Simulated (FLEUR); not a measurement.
# MnGaGe: which magnetic order is lowest

Aim: find out whether MnGaGe carries moments, and which collinear order costs least.

Program: FLEUR MaX-R8.1. Level of theory: PBEsol; all-electron FLAPW, Dirac cores, scalar-relativistic bands. Results are calculated unless marked as measured.

Report form: the programs' logs are mostly left out.

### Step 1. Starting point

The structure is tetragonal, space group P4/nmm (No. 129). The conventional cell has a = 3.946 Å, b = 3.946 Å, c = 5.911 Å, α = 90.00°, β = 90.00°, γ = 90.00°. Nearest to Mn lie 4 Ge at 2.58 Å and 4 Ga at 2.64 Å and 4 Mn at 2.79 Å. Nearest to Ga lie 5 Ge at 2.50 to 2.79 Å and 4 Mn at 2.64 Å. Nearest to Ge lie 5 Ga at 2.50 to 2.79 Å and 4 Mn at 2.58 Å. Farther neighbours are not listed.

Structure file:

```cif
data_structure
_symmetry_space_group_name_H-M 'P4/nmm:1'
_symmetry_Int_Tables_number 129
_cell_length_a 3.9460
_cell_length_b 3.9460
_cell_length_c 5.9109
_cell_angle_alpha 90.000
_cell_angle_beta 90.000
_cell_angle_gamma 90.000
_cell_volume 92.04
loop_
_atom_site_label
_atom_site_type_symbol
_atom_site_symmetry_multiplicity
_atom_site_Wyckoff_symbol
_atom_site_fract_x
_atom_site_fract_y
_atom_site_fract_z
_atom_site_occupancy
Mn1 Mn 2 a 0.00000 0.00000 0.00000 1
Ga1 Ga 2 c 0.00000 0.50000 0.70377 1
Ge1 Ge 2 c 0.00000 0.50000 0.28095 1
```

The cell comes from a database of computed structures and need not be the stable phase.

### Step 2. Run 1 (ferro ++)

The parallel start comes first: it shows whether parallel moments hold.

inpgen writes inp.xml from crystal.txt; cutoffs, mixing, functional, smearing and local orbitals are then set in the file. The k list default-1 (kpts.xml, not shown) is a Γ-centred 8×8×8 mesh; where the ranks do not divide the number of points, some are split in two of half the weight.

Contents of inp.xml:

```
<?xml version="1.0" encoding="UTF-8" standalone="no"?>
<fleurInput fleurInputVersion="0.39">
   <comment>
      MnGaGe
   </comment>
   <calculationSetup>
      <cutoffs Kmax="3.6" Gmax="10.8" GmaxXC="10.8" numbands="0"/>
      <scfLoop itmax="90" minDistance="0.00002" maxIterBroyd="15" imix="Anderson" alpha="0.05" precondParam="0.0" spinf="2.0" sdNocoIR="T"/>
      <coreElectrons ctail="T" frcor="F" kcrel="0" coretail_lmax="0"/>
      <xcFunctional name="PBEs" relativisticCorrections="F"/>
      <magnetism jspins="2"/>
      <soc l_soc="F" theta="0.0" phi="0.0" spav="F"/>
      <expertModes spex="0" secvar="F"/>
      <geometryOptimization l_f="F" forcealpha="1.0" forcemix="BFGS" epsdisp="0.00001" epsforce="0.00001"/>
      <ldaU l_linMix="F" mixParam="0.05" spinf="1.0"/>
   </calculationSetup>
   <cell>
      <bzIntegration valenceElectrons="84.0" mode="hist" fermiSmearingEnergy="0.00110248">
         <kPointListSelection listName="default-1"/>
         <xi:include xmlns:xi="http://www.w3.org/2001/XInclude" href="kpts.xml"> </xi:include>
      </bzIntegration>
      <xi:include xmlns:xi="http://www.w3.org/2001/XInclude" href="sym.xml"> </xi:include>
      <bulkLattice scale="1.0">
         <bravaisMatrix>
            <row-1>    7.4567780294482420     0.0000000000000000     0.0000000000000000</row-1>
            <row-2>    0.0000000000000000     7.4567780294482420     0.0000000000000000</row-2>
            <row-3>    0.0000000000000000     0.0000000000000000    11.1699481348278962</row-3>
         </bravaisMatrix>
      </bulkLattice>
   </cell>
   <atomSpecies>
      <species name="Manganese 3.502" element="Mn" atomicNumber="25">
         <mtSphere radius="2.45" gridPoints="811" logIncrement="0.015"/>
         <atomicCutoffs lmax="10" lnonsphr="8"/>
         <electronConfig flipSpins="F">
            <coreConfig>(1s1/2) (2s1/2) (2p1/2) (2p3/2)</coreConfig>
            <valenceConfig>(3s1/2) (3p1/2) (3p3/2) (4s1/2) (3d3/2) (3d5/2)</valenceConfig>
            <stateOccupation state="(3d3/2)" spinUp="1.251" spinDown="0.749"/>
            <stateOccupation state="(3d5/2)" spinUp="3.0" spinDown="0.0"/>
         </electronConfig>
         <energyParameters s="4" p="4" d="3" f="4"/>
         <lo type="SCLO" l="0" n="3" eDeriv="0"/>
         <lo type="SCLO" l="1" n="3" eDeriv="0"/>
      </species>
      <species name="Gallium (Ga)" element="Ga" atomicNumber="31">
         <mtSphere radius="2.3" gridPoints="761" logIncrement="0.016"/>
         <atomicCutoffs lmax="8" lnonsphr="6"/>
         <electronConfig flipSpins="F">
            <coreConfig>(1s1/2) (2s1/2) (2p1/2) (2p3/2) (3s1/2) (3p1/2) (3p3/2)</coreConfig>
            <valenceConfig>(4s1/2) (3d3/2) (3d5/2) (4p1/2) (4p3/2)</valenceConfig>
            <stateOccupation state="(4p1/2)" spinUp="0.166667" spinDown="0.166667"/>
            <stateOccupation state="(4p3/2)" spinUp="0.333333" spinDown="0.333333"/>
         </electronConfig>
         <energyParameters s="4" p="4" d="3" f="4"/>
      </species>
      <species name="Germanium (Ge)" element="Ge" atomicNumber="32">
         <mtSphere radius="2.3" gridPoints="761" logIncrement="0.016"/>
         <atomicCutoffs lmax="8" lnonsphr="6"/>
         <electronConfig flipSpins="F">
            <coreConfig>(1s1/2) (2s1/2) (2p1/2) (2p3/2) (3s1/2) (3p1/2) (3p3/2)</coreConfig>
            <valenceConfig>(4s1/2) (3d3/2) (3d5/2) (4p1/2) (4p3/2)</valenceConfig>
            <stateOccupation state="(4p1/2)" spinUp="0.333333" spinDown="0.333333"/>
            <stateOccupation state="(4p3/2)" spinUp="0.666667" spinDown="0.666667"/>
         </electronConfig>
         <energyParameters s="4" p="4" d="3" f="4"/>
      </species>
   </atomSpecies>
   <atomGroups>
      <atomGroup species="Manganese 3.502">
         <relPos label="                   1">-1.000/4.000 -1.000/4.000 .0000000000</relPos>
         <relPos label="                   2">1.000/4.000 1.000/4.000 .0000000000</relPos>
         <force calculate="T" relaxXYZ="TTT"/>
      </atomGroup>
      <atomGroup species="Gallium (Ga)">
         <relPos label="                   3">-1.000/4.000 1.000/4.000 -.2962270000</relPos>
         <relPos label="                   4">1.000/4.000 -1.000/4.000 .2962270000</relPos>
         <force calculate="T" relaxXYZ="TTT"/>
      </atomGroup>
      <atomGroup species="Germanium (Ge)">
         <relPos label="                   5">-1.000/4.000 1.000/4.000 .2809470000</relPos>
         <relPos label="                   6">1.000/4.000 -1.000/4.000 -.2809470000</relPos>
         <force calculate="T" relaxXYZ="TTT"/>
      </atomGroup>
   </atomGroups>
   <output dos="F" band="F" slice="F">
      <bandDOS minEnergy="-.5*Htr" maxEnergy="0.5*Htr" sigma="0.015" storeEVData="T"/>
      <plotting iplot="0" polar="F">
         <plot TwoD="T" vec1="  1.0  0.0  0.0" vec2="  0.0  1.0  0.0" vec3="  0.0  0.0  1.0" zero="  0.0  0.0  0.0" file="plot"/>
      </plotting>
      <moessbauerParams electricFieldGradient="F" isomerShift="F" coreHyperfine="F" valenceHyperfine="F"/>
   </output>
</fleurInput>
```

Contents of crystal.txt:

```
MnGaGe
&input film=F cartesian=F /
3.94595700000  0.00000000000  0.00000000000
0.00000000000  3.94595700000  0.00000000000
0.00000000000  0.00000000000  5.91088200000
1.8897261246
1.0 1.0 1.0

6
25 0.00000000000  0.00000000000  0.00000000000 : 3.502
25 0.50000000000  0.50000000000  0.00000000000 : 3.502
31 0.00000000000  0.50000000000  0.70377300000
31 0.50000000000  0.00000000000  0.29622700000
32 0.00000000000  0.50000000000  0.28094700000
32 0.50000000000  0.00000000000  0.71905300000

&kpt div1=8 div2=8 div3=8 gamma=T /
```

On the command line:

```console
OMP_NUM_THREADS=1 inpgen -f crystal.txt > inpgen.log  # inp.xml is then edited as shown
OMP_NUM_THREADS=1 mpirun -n 4 fleur_MPI > fleur.log
```

Wall time 96 s (4 MPI ranks of Intel Xeon 6975P-C (Granite Rapids), shared host); peak memory 0.38 GiB.

Spin moment in the muffin-tin sphere by atom:

| atom | spin moment in the muffin-tin sphere (μB) |
| --- | --- |
| Mn1 | 2.31 |
| Mn2 | 2.31 |
| Ga3 | -0.03 |
| Ga4 | -0.03 |
| Ge5 | -0.07 |
| Ge6 | -0.07 |

This step gave:

* free energy: -282877.6427 eV
* program's band gap on this mesh (in a metal only a level spacing): 0.001592 eV
* magnetization: 4.389 μB
* final state: ferromagnetic, with opposed induced moments

After 32 cycles the largest moment stands at 2.31 μB.

### Step 3. Order 2, typed as antiferro +-

Another pattern of signs weighs the neighbour shells otherwise.

Edit inp.xml of step 2 so:

```diff
@@ -44,2 +44,15 @@
       </species>
+      <species name="Manganese -3.502" element="Mn" atomicNumber="25">
+         <mtSphere radius="2.45" gridPoints="811" logIncrement="0.015"/>
+         <atomicCutoffs lmax="10" lnonsphr="8"/>
+         <electronConfig flipSpins="F">
+            <coreConfig>(1s1/2) (2s1/2) (2p1/2) (2p3/2)</coreConfig>
+            <valenceConfig>(3s1/2) (3p1/2) (3p3/2) (4s1/2) (3d3/2) (3d5/2)</valenceConfig>
+            <stateOccupation state="(3d3/2)" spinUp="0.749" spinDown="1.251"/>
+            <stateOccupation state="(3d5/2)" spinUp="0.0" spinDown="3.0"/>
+         </electronConfig>
+         <energyParameters s="4" p="4" d="3" f="4"/>
+         <lo type="SCLO" l="0" n="3" eDeriv="0"/>
+         <lo type="SCLO" l="1" n="3" eDeriv="0"/>
+      </species>
       <species name="Gallium (Ga)" element="Ga" atomicNumber="31">
@@ -69,4 +82,7 @@
       <atomGroup species="Manganese 3.502">
-         <relPos label="                   1">-1.000/4.000 -1.000/4.000 .0000000000</relPos>
-         <relPos label="                   2">1.000/4.000 1.000/4.000 .0000000000</relPos>
+         <relPos label="                   1">.0000000000 .0000000000 .0000000000</relPos>
+         <force calculate="T" relaxXYZ="TTT"/>
+      </atomGroup>
+      <atomGroup species="Manganese -3.502">
+         <relPos label="                   2">1.000/2.000 1.000/2.000 .0000000000</relPos>
          <force calculate="T" relaxXYZ="TTT"/>
@@ -74,4 +90,4 @@
       <atomGroup species="Gallium (Ga)">
-         <relPos label="                   3">-1.000/4.000 1.000/4.000 -.2962270000</relPos>
-         <relPos label="                   4">1.000/4.000 -1.000/4.000 .2962270000</relPos>
+         <relPos label="                   3">.0000000000 1.000/2.000 -.2962270000</relPos>
+         <relPos label="                   4">1.000/2.000 .0000000000 .2962270000</relPos>
          <force calculate="T" relaxXYZ="TTT"/>
@@ -79,4 +95,4 @@
       <atomGroup species="Germanium (Ge)">
-         <relPos label="                   5">-1.000/4.000 1.000/4.000 .2809470000</relPos>
-         <relPos label="                   6">1.000/4.000 -1.000/4.000 -.2809470000</relPos>
+         <relPos label="                   5">.0000000000 1.000/2.000 .2809470000</relPos>
+         <relPos label="                   6">1.000/2.000 .0000000000 -.2809470000</relPos>
          <force calculate="T" relaxXYZ="TTT"/>
```

Edit crystal.txt of step 2 so:

```diff
@@ -10,3 +10,3 @@
 25 0.00000000000  0.00000000000  0.00000000000 : 3.502
-25 0.50000000000  0.50000000000  0.00000000000 : 3.502
+25 0.50000000000  0.50000000000  0.00000000000 : -3.502
 31 0.00000000000  0.50000000000  0.70377300000
```

It took 2.5 min on 4 MPI ranks; peak memory 0.51 GiB.

Spin moment in the muffin-tin sphere by atom:

| atom | spin moment in the muffin-tin sphere (μB) |
| --- | --- |
| Mn1 | 2.66 |
| Mn2 | -2.66 |
| Ga3 | 0.00 |
| Ga4 | 0.00 |
| Ge5 | 0.00 |
| Ge6 | 0.00 |

This step gave:

- free energy: -282877.4745 eV
- program's band gap on this mesh (in a metal only a level spacing): 0.006748 eV
- magnetization: 0 μB
- final state: antiferromagnetic

It lies 84.1 meV a seeded atom over the first start, and its largest moment is 2.66 μB against 2.31 μB.

### Step 4. Run 3 (no spin polarisation)

A spinless run gives the zero against which the gain from the moments is read.

Edit inp.xml of step 3 so:

```diff
@@ -10,3 +10,3 @@
       <xcFunctional name="PBEs" relativisticCorrections="F"/>
-      <magnetism jspins="2"/>
+      <magnetism jspins="1"/>
       <soc l_soc="F" theta="0.0" phi="0.0" spav="F"/>
@@ -31,3 +31,3 @@
    <atomSpecies>
-      <species name="Manganese 3.502" element="Mn" atomicNumber="25">
+      <species name="Manganese (Mn)" element="Mn" atomicNumber="25">
          <mtSphere radius="2.45" gridPoints="811" logIncrement="0.015"/>
@@ -37,17 +37,4 @@
             <valenceConfig>(3s1/2) (3p1/2) (3p3/2) (4s1/2) (3d3/2) (3d5/2)</valenceConfig>
-            <stateOccupation state="(3d3/2)" spinUp="1.251" spinDown="0.749"/>
-            <stateOccupation state="(3d5/2)" spinUp="3.0" spinDown="0.0"/>
-         </electronConfig>
-         <energyParameters s="4" p="4" d="3" f="4"/>
-         <lo type="SCLO" l="0" n="3" eDeriv="0"/>
-         <lo type="SCLO" l="1" n="3" eDeriv="0"/>
-      </species>
-      <species name="Manganese -3.502" element="Mn" atomicNumber="25">
-         <mtSphere radius="2.45" gridPoints="811" logIncrement="0.015"/>
-         <atomicCutoffs lmax="10" lnonsphr="8"/>
-         <electronConfig flipSpins="F">
-            <coreConfig>(1s1/2) (2s1/2) (2p1/2) (2p3/2)</coreConfig>
-            <valenceConfig>(3s1/2) (3p1/2) (3p3/2) (4s1/2) (3d3/2) (3d5/2)</valenceConfig>
-            <stateOccupation state="(3d3/2)" spinUp="0.749" spinDown="1.251"/>
-            <stateOccupation state="(3d5/2)" spinUp="0.0" spinDown="3.0"/>
+            <stateOccupation state="(3d3/2)" spinUp="1.000000" spinDown="1.000000"/>
+            <stateOccupation state="(3d5/2)" spinUp="1.500000" spinDown="1.500000"/>
          </electronConfig>
@@ -81,8 +68,5 @@
    <atomGroups>
-      <atomGroup species="Manganese 3.502">
-         <relPos label="                   1">.0000000000 .0000000000 .0000000000</relPos>
-         <force calculate="T" relaxXYZ="TTT"/>
-      </atomGroup>
-      <atomGroup species="Manganese -3.502">
-         <relPos label="                   2">1.000/2.000 1.000/2.000 .0000000000</relPos>
+      <atomGroup species="Manganese (Mn)">
+         <relPos label="                   1">-1.000/4.000 -1.000/4.000 .0000000000</relPos>
+         <relPos label="                   2">1.000/4.000 1.000/4.000 .0000000000</relPos>
          <force calculate="T" relaxXYZ="TTT"/>
@@ -90,4 +74,4 @@
       <atomGroup species="Gallium (Ga)">
-         <relPos label="                   3">.0000000000 1.000/2.000 -.2962270000</relPos>
-         <relPos label="                   4">1.000/2.000 .0000000000 .2962270000</relPos>
+         <relPos label="                   3">-1.000/4.000 1.000/4.000 -.2962270000</relPos>
+         <relPos label="                   4">1.000/4.000 -1.000/4.000 .2962270000</relPos>
          <force calculate="T" relaxXYZ="TTT"/>
@@ -95,4 +79,4 @@
       <atomGroup species="Germanium (Ge)">
-         <relPos label="                   5">.0000000000 1.000/2.000 .2809470000</relPos>
-         <relPos label="                   6">1.000/2.000 .0000000000 -.2809470000</relPos>
+         <relPos label="                   5">-1.000/4.000 1.000/4.000 .2809470000</relPos>
+         <relPos label="                   6">1.000/4.000 -1.000/4.000 -.2809470000</relPos>
          <force calculate="T" relaxXYZ="TTT"/>
```

Edit crystal.txt of step 3 so:

```diff
@@ -9,4 +9,4 @@
 6
-25 0.00000000000  0.00000000000  0.00000000000 : 3.502
-25 0.50000000000  0.50000000000  0.00000000000 : -3.502
+25 0.00000000000  0.00000000000  0.00000000000
+25 0.50000000000  0.50000000000  0.00000000000
 31 0.00000000000  0.50000000000  0.70377300000
```

Elapsed: 34 s, on 4 MPI ranks; peak memory 0.32 GiB.

Read from the output:

```yaml
free_energy: -282876.8848 eV
program_s_band_gap_on_this_mesh_in_a_metal_only_a_level_spacing: 0.003783 eV
final_state: non-magnetic (no spin polarisation)
```

It lies 379 meV a seeded atom over the first start.

### Step 5. Energies of the orders

Free energies are divided by the number of seeded atoms.

Orders:

| start | final state | typed order kept | energy over the lowest (meV a seeded atom) | largest sphere moment (μB) | net moment (μB a primitive cell) | mesh matched | CPU time (s) |
| --- | --- | --- | --- | --- | --- | --- | --- |
| ferro ++ | ferromagnetic, with opposed induced moments | yes | 0 | 2.312 | 4.389 | yes | 384.9 |
| antiferro +- | antiferromagnetic | yes | 84.11 | 2.656 | 0 | yes | 592.5 |
| no spin polarisation | non-magnetic | - | 379 | 0 | 0 | yes | 135.3 |

### Step 6. Summary of results

```yaml
lowest_state_found: ferromagnetic (typed ferro ++)
largest_site_spin_moment: 2.31 μB
next_finished_state: antiferromagnetic, 84.1 meV a seeded atom higher
energy_gained_by_spin_polarisation: 379 meV a seeded atom
```

The lowest state found is ferromagnetic, reached from the start ferro ++, with moments up to 2.31 μB. The next finished state costs 84 meV a seeded atom. Forming the largest moments gains far more than ordering them, so they should outlast the ordering temperature. Only 3 starts were tried; other patterns of signs, canted and longer-period orders were not.

[Logs and program files are shortened in this print: banners, set-up blocks, solver, clock and traceback lines can be left out without a mark of their own.]

[Logs are printed without paths, hosts, clocks, repeated set-up lines and the standing remarks that a program may print on its own settings, such as how far it seeks lower states.]

[Hosts, paths, dates, database ids (printed as entryN), source tags and the programs' standing remarks are cut or masked in the printed files.]

[Where a cell is said to come from a database of computed structures, the database is the Materials Project.]
